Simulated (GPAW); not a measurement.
# Core-hole calculation of the V K edge in VRhO4 (Cmmm), part 3 of 3

What does one-electron theory with a core hole give for the V K edge of VRhO4 (Cmmm)?

GPAW 26.7.0; X-ray absorption from dipole matrix elements to empty bands, plane-wave PAW LDA+U.

So far. Step 4 (Spectrum with XCH, V atom 2): Main maxima below 30 eV (height): 2.4 eV (0.41), 17.2 eV (2.93) and 20.9 eV (2.99). A K edge sees empty p states. The first eV above the zero hold little dipole weight, as the lowest empty bands are of d character; the main edge, of 4p character, rises through 0.6 near 10 eV above the zero. Step 4 (Spectrum with XCH, V atom 2): The total-energy difference is 5447.13 eV. The tabulated edge of the element is 5465 eV.

## (6) Spectrum with XCH, V atom 2

A smaller cell brings the holes closer; here they are 3.0 Å apart.

Changed against the first core-hole run: supercell atoms from 12 to 6; the field's mesh follows (4×4×4 to 5×4×4).

Contents of xas.py:

```python
import numpy as np
from ase import Atoms
from ase.parallel import parprint, paropen
from gpaw import GPAW, PW, FermiDirac, Mixer, MixerDif, setup_paths
from gpaw.test import gen
setup_paths.insert(0, '.')
gen('V', name='fch1s', xcname='LDA', corehole=(1, 0, 1), write_xml=True)
from gpaw.mpi import world
world.barrier()

atoms = Atoms('RhVO4',
    cell=[[0, 0, 3.026939],
     [3.235657, -3.241941, 0],
     [3.235657, 3.241941, 0]],
    scaled_positions=[[0.5, 0.5, 0.5],
     [0, 0, 0],
     [0, 0.298993, 0.701007],
     [0.5, 0.809268, 0.809268],
     [0.5, 0.190732, 0.190732],
     [0, 0.701007, 0.298993]],
    magmoms=[0.0, 2.0, 0.0, 0.0, 0.0, 0.0],
    pbc=True)
atoms.calc = calc = GPAW(legacy_gpaw=True, mode=PW(500, force_complex_dtype=True), xc='LDA', setups={'V': ':d,3.3', 1: 'fch1s:d,3.3'},
    kpts={'size': (5, 4, 4), 'gamma': True}, occupations=FermiDirac(0.1),
    charge=-1, mixer=MixerDif(0.05, 8, 50), maxiter=150,
    convergence={'density': 0.0001, 'eigenstates': 1e-6}, txt='scf.txt')
energy = atoms.get_potential_energy() + calc.get_reference_energy()
ef = calc.get_fermi_level()
out = dict(energy=energy, fermi=ef, forces=atoms.get_forces().tolist(), magmoms=atoms.get_magnetic_moments().tolist())
parprint(f'all-electron energy {energy:.4f} eV, Fermi level {ef:.4f} eV')
ev = np.array([[calc.get_eigenvalues(k, s) for k in range(len(calc.get_ibz_k_points()))] for s in range(calc.get_number_of_spins())])
out['homo'], out['lumo'], out['counts'] = ev[ev < ef].max(), ev[ev > ef].min(), sorted(set((ev < ef).sum((0, 2)).tolist()))
out['filled'] = (ev[:, 0] < ef).sum(1).tolist()

from ase.units import Ha
from gpaw.xas import dipole_matrix_elements
nb = int(calc.get_number_of_electrons() / 2) + 51
top, nb = nb, nb + 8 + nb // 12
nscf = calc.fixed_density(kpts={'size': (6, 4, 4), 'gamma': True}, nbands=nb,
    convergence={'bands': top, 'eigenstates': 5e-3}, maxiter=60, txt='nscf.txt')
cell = atoms.cell.array
ops = [cell.T @ U.T @ np.linalg.inv(cell.T) for U in nscf.wfs.kd.symmetry.op_scc]
E = np.arange(-6, 34, 0.1)
fwhm = np.interp(E, [4, 25], [1.01, 3.5])
Y, X, zero, highest = 0, 0, 1e9, 1e9
for spin in range(nscf.get_number_of_spins()):
    wfs = nscf.wfs
    mine = wfs.bd.get_slice()  # this rank's bands
    A = dipole_matrix_elements(wfs.setups[1])
    eps = np.zeros((wfs.kd.nibzkpts, nb))
    d = np.zeros((3, A.shape[1], wfs.kd.nibzkpts, nb), complex)
    for kpt in wfs.kpt_u:
        if kpt.s == spin and 1 in kpt.P_ani:
            eps[kpt.k, mine] = kpt.eps_n * Ha
            d[:, :, kpt.k, mine] = (kpt.weight * wfs.nspins / 2) ** 0.5 * np.inner(A, kpt.P_ani[1])
    world.sum(eps)
    world.sum(d)
    T = np.einsum('amkn,bmkn->abkn', d, d.conj()).real
    T = sum(np.einsum('ai,ijkn,bj->abkn', R, T, R) for R in ops) / len(ops)
    empty = eps > ef
    zero, highest = min(zero, eps[empty].min()), min(highest, eps[:, top - 1].min())
    lines = [(eps, T, empty)] if spin == 0 else lines + [(eps, T, empty)]
for eps, T, empty in lines:
    f = np.einsum('aakn->akn', T).reshape(3, -1)
    x = eps.ravel() - zero
    w = np.interp(x, E, fwhm) / 2.35482
    g = np.exp(-0.5 * ((E[:, None] - x) / w) ** 2) / (w * (2 * np.pi) ** 0.5)
    Y = Y + (f * empty.ravel()) @ g.T
    X = X + (f * ~empty.ravel()) @ g.T
out.update(E=E.round(2).tolist(), xas=Y.tolist(), xes=X.tolist(), zero=zero, valid=highest - zero, nk=len(eps), nb=nb)
for i in range(0, len(E), 10):
    parprint(f'{E[i]:7.2f}', *(f'{v:10.3e}' for v in Y[:, i]))
import json
with paropen('out.json', 'w') as f:
    json.dump(out, f)
```

Run with:

```sh
$ OMP_NUM_THREADS=1 mpirun -n 4 gpaw python xas.py
```

Numbers of over 12 decimals in the logs are rounded to 6 here.

The log of the run:

```text
Input parameters:
  charge: -1
  convergence: {density: 0.0001,
                eigenstates: 1e-06}
  kpts: {gamma: True,
         size: (5, 4, 4)}
  maxiter: 150
  mixer: {backend: pulay,
          beta: 0.05,
          method: difference,
          nmaxold: 8,
          weight: 50}
  mode: {ecut: 500.0,
         force_complex_dtype: True,
         name: pw}
  occupations: {fixmagmom: False,
[...]
3s:      -3.276604    -3.276952
3p:      -2.317330    -2.318136
3d:      -0.719610    -0.720213
*f:                   -0.024991
-------------------------------
all-electron energy -158488.5809 eV, Fermi level 5.3993 eV
  -6.00  1.352e-51  2.309e-53  1.019e-52
  -5.00  1.373e-38  3.052e-40  1.018e-39
  -4.00  6.248e-28  2.002e-29  4.434e-29
  -3.00  1.299e-19  6.756e-21  8.434e-21
[...]
32.00  7.564e-07  1.194e-06  1.064e-06
  33.00  8.723e-07  1.246e-06  1.217e-06
[key lines of the parts left out:]
Converged after 56 iterations.
Dipole moment: (0.000000, -0.000000, 0.000000) |e|*Ang
Free energy:    -83.603858
Fermi level: 5.39933
```

It took 52 s on 4 MPI ranks of Intel Xeon Platinum 8488C (Sapphire Rapids), shared host; peak memory 0.33 GiB; 3.4 min of CPU time.

These settings depart from the first run's and aren't meant as converged.

The scaled spectrum changes by 3 % r.m.s. The highest intensity below 24 eV goes from 20.9 eV (2.99) to 20.7 eV (3.02).

```csv
E (eV),first run,this run
-2.0,0.00,0.00
-0.5,0.01,0.01
1.0,0.09,0.04
2.5,0.40,0.32
4.0,0.11,0.14
5.5,0.01,0.03
7.0,0.03,0.02
8.5,0.18,0.16
10.0,0.69,0.64
11.5,0.83,0.87
13.0,0.90,0.88
14.5,1.42,1.36
16.0,2.53,2.49
17.5,2.92,2.99
19.0,2.80,2.93
20.5,2.96,3.02
22.0,2.82,2.87
23.5,2.38,2.46
25.0,1.84,1.94
26.5,1.35,1.41
28.0,1.29,1.26
29.5,1.39,1.38
31.0,1.62,1.64
```

## (7) Spectrum with XCH, V atom 2

A test of how far the result depends on this setting.

Changed against the first core-hole run: broadening from Gaussian full width 1.01 eV up to 4 eV, rising linearly to 3.5 eV at 25 eV to Gaussian full width 0.5 eV up to 4 eV, rising linearly to 1.5 eV at 25 eV.

Edit xas.py of step 6 so:

```diff
@@ -10,16 +10,22 @@
 
-atoms = Atoms('RhVO4',
-    cell=[[0, 0, 3.026939],
-     [3.235657, -3.241941, 0],
-     [3.235657, 3.241941, 0]],
-    scaled_positions=[[0.5, 0.5, 0.5],
+atoms = Atoms('Rh2V2O8',
+    cell=[[3.235657, -3.241941, 3.026939],
+     [3.235657, 3.241941, 3.026939],
+     [-3.235657, -3.241941, 3.026939]],
+    scaled_positions=[[0.5, 0.25, 0.75],
+     [0.5, 0.75, 0.25],
      [0, 0, 0],
-     [0, 0.298993, 0.701007],
-     [0.5, 0.809268, 0.809268],
-     [0.5, 0.190732, 0.190732],
-     [0, 0.701007, 0.298993]],
-    magmoms=[0.0, 2.0, 0.0, 0.0, 0.0, 0.0],
+     [0, 0.5, 0.5],
+     [0.298993, 0.201007, 0.5],
+     [0.298993, 0.701007, 0],
+     [0.809268, 0.25, 0.440732],
+     [0.809268, 0.75, 0.940732],
+     [0.190732, 0.25, 0.059268],
+     [0.190732, 0.75, 0.559268],
+     [0.701007, 0.798993, 0.5],
+     [0.701007, 0.298993, 0]],
+    magmoms=[0.0, 0.0, 2.0, 2.0, 0.0, 0.0, 0.0, 0.0, 0.0, 0.0, 0.0, 0.0],
     pbc=True)
-atoms.calc = calc = GPAW(legacy_gpaw=True, mode=PW(500, force_complex_dtype=True), xc='LDA', setups={'V': ':d,3.3', 1: 'fch1s:d,3.3'},
-    kpts={'size': (5, 4, 4), 'gamma': True}, occupations=FermiDirac(0.1),
+atoms.calc = calc = GPAW(legacy_gpaw=True, mode=PW(500, force_complex_dtype=True), xc='LDA', setups={'V': ':d,3.3', 2: 'fch1s:d,3.3'},
+    kpts={'size': (4, 4, 4), 'gamma': True}, occupations=FermiDirac(0.1),
     charge=-1, mixer=MixerDif(0.05, 8, 50), maxiter=150,
@@ -36,5 +42,5 @@
 from gpaw.xas import dipole_matrix_elements
-nb = int(calc.get_number_of_electrons() / 2) + 51
+nb = int(calc.get_number_of_electrons() / 2) + 99
 top, nb = nb, nb + 8 + nb // 12
-nscf = calc.fixed_density(kpts={'size': (6, 4, 4), 'gamma': True}, nbands=nb,
+nscf = calc.fixed_density(kpts={'size': (4, 4, 4), 'gamma': True}, nbands=nb,
     convergence={'bands': top, 'eigenstates': 5e-3}, maxiter=60, txt='nscf.txt')
@@ -43,3 +49,3 @@
 E = np.arange(-6, 34, 0.1)
-fwhm = np.interp(E, [4, 25], [1.01, 3.5])
+fwhm = np.interp(E, [4, 25], [0.5, 1.5])
 Y, X, zero, highest = 0, 0, 1e9, 1e9
@@ -48,3 +54,3 @@
     mine = wfs.bd.get_slice()  # this rank's bands
-    A = dipole_matrix_elements(wfs.setups[1])
+    A = dipole_matrix_elements(wfs.setups[2])
     eps = np.zeros((wfs.kd.nibzkpts, nb))
@@ -52,5 +58,5 @@
     for kpt in wfs.kpt_u:
-        if kpt.s == spin and 1 in kpt.P_ani:
+        if kpt.s == spin and 2 in kpt.P_ani:
             eps[kpt.k, mine] = kpt.eps_n * Ha
-            d[:, :, kpt.k, mine] = (kpt.weight * wfs.nspins / 2) ** 0.5 * np.inner(A, kpt.P_ani[1])
+            d[:, :, kpt.k, mine] = (kpt.weight * wfs.nspins / 2) ** 0.5 * np.inner(A, kpt.P_ani[2])
     world.sum(eps)
```

The log of the run:

```text
Input parameters:
  charge: -1
  convergence: {density: 0.0001,
                eigenstates: 1e-06}
  kpts: {gamma: True,
         size: (4, 4, 4)}
  maxiter: 150
  mixer: {backend: pulay,
          beta: 0.05,
          method: difference,
          nmaxold: 8,
          weight: 50}
  mode: {ecut: 500.0,
         force_complex_dtype: True,
         name: pw}
  occupations: {fixmagmom: False,
[...]
3s:      -3.276604    -3.276952
3p:      -2.317330    -2.318136
3d:      -0.719610    -0.720213
*f:                   -0.024991
-------------------------------
all-electron energy -322423.8807 eV, Fermi level 5.6781 eV
  -6.00 1.800e-182 1.899e-184 2.576e-184
  -5.00 1.763e-129 2.867e-131 3.691e-131
  -4.00  4.077e-86  1.030e-87  1.244e-87
  -3.00  2.256e-52  8.881e-54  9.929e-54
[...]
32.00  6.955e-07  1.215e-06  9.303e-07
  33.00  9.721e-07  1.613e-06  1.330e-06
[key lines of the parts left out:]
Converged after 80 iterations.
Dipole moment: (-0.000000, 0.000000, -0.000000) |e|*Ang
Free energy:   -130.574669
Fermi level: 5.67810
```

Wall time 4.5 min (4 MPI ranks); peak memory 0.64 GiB.

| E (eV) | first run | this run |
| --- | --- | --- |
| -2.0 | 0.00 | 0.00 |
| -1.0 | 0.00 | 0.00 |
| 0.0 | 0.02 | 0.02 |
| 1.0 | 0.09 | 0.09 |
| 2.0 | 0.36 | 0.44 |
| 3.0 | 0.27 | 0.22 |
| 4.0 | 0.11 | 0.13 |
| 5.0 | 0.03 | 0.04 |
| 6.0 | 0.01 | 0.00 |
| 7.0 | 0.03 | 0.03 |
| 8.0 | 0.10 | 0.07 |
| 9.0 | 0.31 | 0.18 |
| 10.0 | 0.69 | 0.86 |
| 11.0 | 0.85 | 0.85 |
| 12.0 | 0.82 | 0.83 |
| 13.0 | 0.90 | 0.79 |
| 14.0 | 1.18 | 1.17 |
| 15.0 | 1.75 | 1.30 |
| 16.0 | 2.53 | 3.05 |
| 17.0 | 2.92 | 3.13 |
| 18.0 | 2.86 | 2.97 |
| 19.0 | 2.80 | 2.64 |
| 20.0 | 2.90 | 2.70 |
| 21.0 | 2.98 | 3.79 |
| 22.0 | 2.82 | 2.66 |
| 23.0 | 2.53 | 2.46 |
| 24.0 | 2.23 | 2.72 |
| 25.0 | 1.84 | 2.03 |
| 26.0 | 1.47 | 1.04 |
| 27.0 | 1.29 | 1.11 |
| 28.0 | 1.29 | 1.40 |
| 29.0 | 1.35 | 1.38 |
| 30.0 | 1.45 | 1.33 |
| 31.0 | 1.62 | 1.61 |
| 32.0 | 1.85 | 1.76 |

The scaled spectrum changes by 14 % r.m.s. The highest intensity below 24 eV goes from 20.9 eV (2.99) to 21.0 eV (3.79).

The photon energy of the zero moves by +0.00 eV.

## (8) Results

```yaml
absorber_and_edge: V K, atom 2 of the ground-state input (counted from 1)
surroundings: 2 O at 1.94 Å and 4 O at 1.95 Å (octahedral, site symmetry mmm)
highest_intensity_below_24_ev: 20.9 eV above the zero, height 2.99
photon_energy_of_the_zero_spin_polarised_hole_raw: 5447.1 eV (LDA puts this hole about 14 eV below PBE, itself good to a few eV)
```

What this shows: The V K edge of atom 2, with 2 O at 1.94 Å and 4 O at 1.95 Å (octahedral, site symmetry mmm), has its highest intensity of the first 24 eV at 20.9 eV above the zero, near 5468 eV in photon energy (LDA puts this hole about 14 eV below PBE, itself good to a few eV), 3.0 times the mean level of the first 20 eV (Gaussian full width 1.01 eV up to 4 eV, rising linearly to 3.5 eV at 25 eV). A cell with holes 3.0 Å apart changes the curve by 3 % r.m.s. (3 % after the best shift). Changing the broadening from Gaussian full width 1.01 eV up to 4 eV, rising linearly to 3.5 eV at 25 eV to Gaussian full width 0.5 eV up to 4 eV, rising linearly to 1.5 eV at 25 eV alters the shape by 14 % r.m.s., a modest effect on the whole. At the V K edge of atom 2 polarisation matters most near 19.5 eV, where the curves differ by 1.7 on this scale. The strongest dipole feature below the main edge lies at 2.4 eV (height 0.41); the site has an inversion centre, so it comes from p states mixed with the neighbours' empty states, not from local p–d mixing. The hole lies in one spin channel, while the script sums the empty states of both and takes the lower zero; where the two channels are split, this blurs and shifts the curve. The unit cell's mesh shows no gap over 0.35 eV. That is right for a metallic compound; for a small-gap or correlated insulator it would be the fault of the functional or of the assumed magnetic order, and the hole would be screened too well. Quadrupole 1s→3d transitions, which feed the pre-edge, are not in the dipole spectrum. The spins start ferromagnetically in a simple order, which needn't be the measured one; gap and edge can depend on it. The holes are only 5.5 Å apart, so the shape is probably not converged with cell size; no larger cell was run here. The mesh is coarse (0.36 Å⁻¹ between points), so small maxima may be mesh ripples. Lifetime broadening is put in by hand, and intensities beyond about 20 eV depend on it and on the partial waves. The structure is a computed Materials Project entry and may be a hypothetical form.

[Banner, clock and machine lines of the logs are left out without a mark of their own.]

[Logs are printed without paths, hosts, clocks, repeated set-up lines and the standing remarks that a program may print on its own settings, such as how far it seeks lower states.]

[Hosts, paths, dates, database ids (printed as entryN), source tags and the programs' standing remarks are cut or masked in the printed files.]

[Lists of maxima count a maximum above −3 eV only where it reaches 4 % of the highest in the window and stands out from its surroundings by 2 % of it (1.5 % where it reaches 55 %); shoulders and weaker maxima are passed over, and of the rest the first, up to two pre-edge ones and the few strongest are named.]
